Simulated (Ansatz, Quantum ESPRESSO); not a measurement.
# SmAl (Pm-3m): electron-phonon coupling, part 3 of 4

Aim: phonons of metallic SmAl (Pm-3m) and how strongly they couple to the electrons.

Quantum ESPRESSO 7.5; DFT PBEsol, scalar-relativistic, plane waves, PseudoDojo norm-conserving, 4f in core pseudopotentials.

So far. Step 7 (Phonons on a q mesh): The acoustic modes at Γ come out as far as 4.6 cm⁻¹ from zero, where they should vanish, a small numerical error. The relaxed cell has a = 3.620 Å (conventional setting).

## Step 9: Interpolated phonon bands

From the force constants any wavevector is cheap; points of the mesh come back as solved, but for the sum rule and, in polar crystals, the LO-TO term at Γ; the rest is interpolation.

File matdyn.in:

```
&input
   asr = 'crystal'
   flfrc = 'x.fc'
   flfrq = 'x.freq'
   flvec = 'x.modes'
   q_in_band_form = .true.
   q_in_cryst_coord = .true.
/
8
  0.0000000   0.0000000   0.0000000  12  ! GAMMA
  0.0000000   0.5000000   0.0000000  12  ! X
  0.5000000   0.5000000   0.0000000  12  ! M
  0.0000000   0.0000000   0.0000000  12  ! GAMMA
  0.5000000   0.5000000   0.5000000  12  ! R
  0.0000000   0.5000000   0.0000000   1  ! X
  0.5000000   0.5000000   0.5000000  12  ! R
  0.5000000   0.5000000   0.0000000   1  ! M
```

Command:

```
> matdyn.x -in matdyn.in > matdyn.out
```

Numbers of over 12 decimals in the logs are rounded to 6 here.

Output:

```text
[banner, memory and clock lines left out]
Program MATDYN v.7.5

 mass for atomic type   1 not given; uses mass from file x.fc
 mass for atomic type   2 not given; uses mass from file x.fc
 Norm of the difference between old and new effective charges:    0.000000

 Norm of the difference between old and new force-constants:   0.000142019

     Message from routine matdyn:
     Z* not found in file x.fc, TO-LO splitting at q=0 will be absent!
     Message from routine matdyn:
     Z* not found in file x.fc, TO-LO splitting at q=0 will be absent!

Note: The following floating-point exceptions are signalling: IEEE_UNDERFLOW_FLAG
```

The job ended after 0.51 s (1 thread of Arm Neoverse N1, shared host).

Numbers from this step:

```yaml
lowest_frequency_on_the_path: 0 cm⁻¹
mean_frequency: 154.5 cm⁻¹
debye_temperature_second_moment: 324 K
logarithmic_mean_frequency: 129.2 cm⁻¹
```

Matdyn.x, sum rule crystal. The phonon branches at the labelled points (cm⁻¹):

| point | branch 1 | branch 2 | branch 3 | branch 4 | branch 5 | branch 6 |
| --- | --- | --- | --- | --- | --- | --- |
| Γ | 0 | 0 | 0 | 217 | 217 | 217 |
| halfway | 60 | 60 | 90 | 216 | 216 | 219 |
| X | 85 | 85 | 130 | 215 | 215 | 219 |
| halfway | 58 | 76 | 84 | 224 | 239 | 239 |
| M | 23 | 23 | 66 | 232 | 255 | 255 |
| halfway | 27 | 69 | 106 | 216 | 220 | 239 |
| Γ | 0 | 0 | 0 | 217 | 217 | 217 |
| halfway | 76 | 76 | 84 | 232 | 234 | 234 |
| R | 129 | 129 | 129 | 248 | 248 | 248 |
| halfway | 56 | 89 | 106 | 229 | 244 | 248 |
| X | 85 | 85 | 130 | 215 | 215 | 219 |
| jump to R | 129 | 129 | 129 | 248 | 248 | 248 |
| halfway | 91 | 91 | 102 | 240 | 252 | 252 |
| M | 23 | 23 | 66 | 232 | 255 | 255 |

The phonon branches as a text plot (rows in cm⁻¹):

```
    250 |            *******              ***********     *******
    239 |          **     * *           ****     ** ***     ***
    228 |         * ************     ****          *** *       **
    218 |***********        *********  *              ****
    207 |                    ***    ***
    196 |
    186 |
    175 |
    165 |
    154 |
    143 |
    133 |      **                              *         **
    122 |     *  *                          *** ***    **  *
    112 |         *                        ***  ** **       *
    101 |    *     *        **        *   *      **  **     **
     90 |   *   *          *  *      * * * *      **** ***   **
     80 |     ** ***           *        ***             *
     69 |    *     **********       *              *   *      ***
     58 |  **        *       **        *            *
     48 |           **   *     **     *              **
     37 | **          * *          * *                         *
     27 | *           ********* **  *                           *
     16 |*                     *** *
      5 |                        **
         Γ      X      M          Γ            R        X|R     M
```

Lowest modes at the softest wavevector of the mesh; phase exp(i q.(R + tau)). The modes at q = (0.500, 0.500, 0.000) (shares of kinetic energy by element, %):

| mode | frequency (cm⁻¹) | Sm % | Al % |
| --- | --- | --- | --- |
| 1 | 23.1 | 74 | 26 |
| 2 | 23.1 | 74 | 26 |
| 3 | 65.6 | 100 | 0 |
| 4 | 232.2 | 0 | 100 |
| 5 | 254.9 | 26 | 74 |
| 6 | 254.9 | 26 | 74 |

Displacements in mode 2 (23.1 cm⁻¹), the largest set to 1, in the home cell:
```
Sm1 -0.72  0.00  0.00
Al2  0.00 -1.00  0.00
```

Displacements in mode 6 (254.9 cm⁻¹), the largest set to 1, in the home cell:
```
Sm1 -0.25  0.00  0.00
Al2  0.00  1.00  0.00
```

Force constants by pair (phonopy on the run's constants); pairs near half the supercell's span include their periodic images. Pair force constants, by row:

| atom | neighbour | distance (Å) | third of the trace (eV/Å²) | along the pair's line (eV/Å²) |
| --- | --- | --- | --- | --- |
| Sm1 | itself | 0 | 6.481 | – |
| Sm1 | Al | 3.135 | -0.4954 | -2.148 |
| Sm1 | Sm | 3.62 | -0.8223 | -2.897 |
| Sm1 | Sm | 5.12 | 0.027 | 0.1809 |
| Sm1 | Sm | 6.271 | -0.1323 | -0.1323 |
| Al2 | itself | 0 | 4.86 | – |
| Al2 | Sm | 3.135 | -0.4954 | -2.148 |
| Al2 | Al | 3.62 | -0.3066 | -0.2408 |
| Al2 | Al | 5.12 | 0.0532 | -0.0073 |
| Al2 | Al | 6.271 | -0.1372 | -0.1372 |

Harmonic mean-square displacement, third of the trace. Mean-square displacements:

| T (K) | Sm1 U_eq (Å²) | Al2 U_eq (Å²) |
| --- | --- | --- |
| 0 | 0.00153 | 0.00355 |
| 100 | 0.00401 | 0.00616 |
| 300 | 0.01134 | 0.01507 |
| 600 | 0.02255 | 0.02941 |

Mode patterns, pair constants, displacements and means over the zone were worked out by phonopy from the force constants of q2r.x.

All branches are real along the path.

## Step 10: Sums over the zone

Sums over the zone need many more wavevectors than were solved, so the interpolation is sampled on a dense mesh.

File matdyn.in:

```
&input
   asr = 'crystal'
   flfrc = 'x.fc'
   dos = .true.
   fldos = 'x.dos'
   nk1 = 12
   nk2 = 12
   nk3 = 12
   deltaE = 1.0
   la2F = .true.
/
```

Command:

```
> matdyn.x -in matdyn.in > matdyn.out
```

Output:

```text
[banner, memory and clock lines left out]
Program MATDYN v.7.5

 mass for atomic type   1 not given; uses mass from file x.fc
 mass for atomic type   2 not given; uses mass from file x.fc
 Norm of the difference between old and new effective charges:    0.000000

 Norm of the difference between old and new force-constants:   0.000142019

     Message from routine matdyn:
     Z* not found in file x.fc, TO-LO splitting at q=0 will be absent!
 Norm of the difference between old and new effective charges:    0.000000

 Norm of the difference between old and new force-constants:   5.25e-18

 Norm of the difference between old and new effective charges:    0.000000

 Norm of the difference between old and new force-constants:   6.46505e-06

 Norm of the difference between old and new effective charges:    0.000000

 Norm of the difference between old and new force-constants:   0.000118646

 Norm of the difference between old and new effective charges:    0.000000

 Norm of the difference between old and new force-constants:   0.000383723

 Norm of the difference between old and new effective charges:    0.000000

 Norm of the difference between old and new force-constants:   0.000806942

 Norm of the difference between old and new effective charges:    0.000000

 Norm of the difference between old and new force-constants:   0.00136246

 Norm of the difference between old and new effective charges:    0.000000

 Norm of the difference between old and new force-constants:   0.00193422

 Norm of the difference between old and new effective charges:    0.000000

 Norm of the difference between old and new force-constants:   0.00244253

 Norm of the difference between old and new effective charges:    0.000000

 Norm of the difference between old and new force-constants:   0.00291815

 Norm of the difference between old and new effective charges:    0.000000

 Norm of the difference between old and new force-constants:   0.003443

Note: The following floating-point exceptions are signalling: IEEE_UNDERFLOW_FLAG
```

The job ended after 11 s (1 thread).

Numbers from this step:

```yaml
share_of_modes_beyond_3i_cm_minus1_on_the_dense_interpolated_mesh: 0
zero_point_energy_per_atom: 28.77 meV
heat_capacity_at_300_k: 23.57 J/(mol atoms K)
vibrational_entropy_at_300_k: 37.49 J/(mol atoms K)
```

The phonon density of states has structure finer than the step of the table below, so its rows give means over 10 cm⁻¹, whole bins alone (the curve runs from 0 to 255 cm⁻¹). Peaks (cm⁻¹: height): total 51.0: 0.0436, 73.0: 0.0524, 97.0: 0.0585, 218.0: 0.0862, 251.0: 0.116; Al 218.0: 0.0814, 251.0: 0.0973; Sm 51.0: 0.0369, 73.0: 0.0484, 97.0: 0.0544, 251.0: 0.0183.

Tetrahedra. Phonon density of states against wavenumber; means over each step; values in 1/cm⁻¹/cell:

| wavenumber (cm⁻¹) | total | Al | Sm |
| --- | --- | --- | --- |
| 10 | 2.6e-4 | 4.0e-5 | 2.2e-4 |
| 20 | 0.00163 | 2.5e-4 | 0.00138 |
| 30 | 0.00936 | 0.00174 | 0.00762 |
| 40 | 0.0210 | 0.00395 | 0.0170 |
| 50 | 0.0347 | 0.00553 | 0.0292 |
| 60 | 0.0288 | 0.00399 | 0.0248 |
| 70 | 0.0424 | 0.00395 | 0.0385 |
| 80 | 0.0463 | 0.00357 | 0.0428 |
| 90 | 0.0381 | 0.00331 | 0.0347 |
| 100 | 0.0463 | 0.00293 | 0.0434 |
| 110 | 0.0213 | 0.00108 | 0.0202 |
| 120 | 0.00912 | 2.9e-4 | 0.00883 |
| 130 | 5.0e-4 | 5.0e-6 | 4.9e-4 |
| 140 | 0 | 0 | 0 |
| 150 | 0 | 0 | 0 |
| 160 | 0 | 0 | 0 |
| 170 | 0 | 0 | 0 |
| 180 | 0 | 0 | 0 |
| 190 | 0 | 0 | 0 |
| 200 | 0 | 0 | 0 |
| 210 | 0.0171 | 0.0166 | 5.1e-4 |
| 220 | 0.0760 | 0.0720 | 0.00400 |
| 230 | 0.0773 | 0.0714 | 0.00597 |
| 240 | 0.0652 | 0.0560 | 0.00919 |
| 250 | 0.0657 | 0.0545 | 0.0111 |

Harmonic thermodynamic functions per atom, summed over the density of states scaled to three modes an atom; melting is ignored. Thermodynamic functions:

| T (K) | F_vib (meV/atom) | S (J/mol-atom/K) | C_V (J/mol-atom/K) |
| --- | --- | --- | --- |
| 0 | 28.77 | 0 | 0 |
| 50 | 27.74 | 5.812 | 9.117 |
| 100 | 22.42 | 14.61 | 16.48 |
| 200 | -0.26 | 28.2 | 22.05 |
| 300 | -34.57 | 37.49 | 23.57 |
| 400 | -77.14 | 44.36 | 24.15 |
| 500 | -126 | 49.78 | 24.43 |
| 600 | -180 | 54.25 | 24.58 |
| 700 | -238.2 | 58.05 | 24.68 |
| 800 | -300.1 | 61.34 | 24.74 |
| 900 | -365.3 | 64.26 | 24.78 |
| 1000 | -433.2 | 66.87 | 24.81 |

At 300 K the heat capacity has reached 94 % of the Dulong-Petit value.

(Part 3 of 4 ends here.)

[Host names and launcher messages were left out of these logs when they were recorded.]

[Logs are printed without paths, hosts, clocks, repeated set-up lines and the standing remarks that a program may print on its own settings, such as how far it seeks lower states.]

[Hosts, paths, dates, database ids (printed as entryN), source tags and the programs' standing remarks are cut or masked in the printed files.]
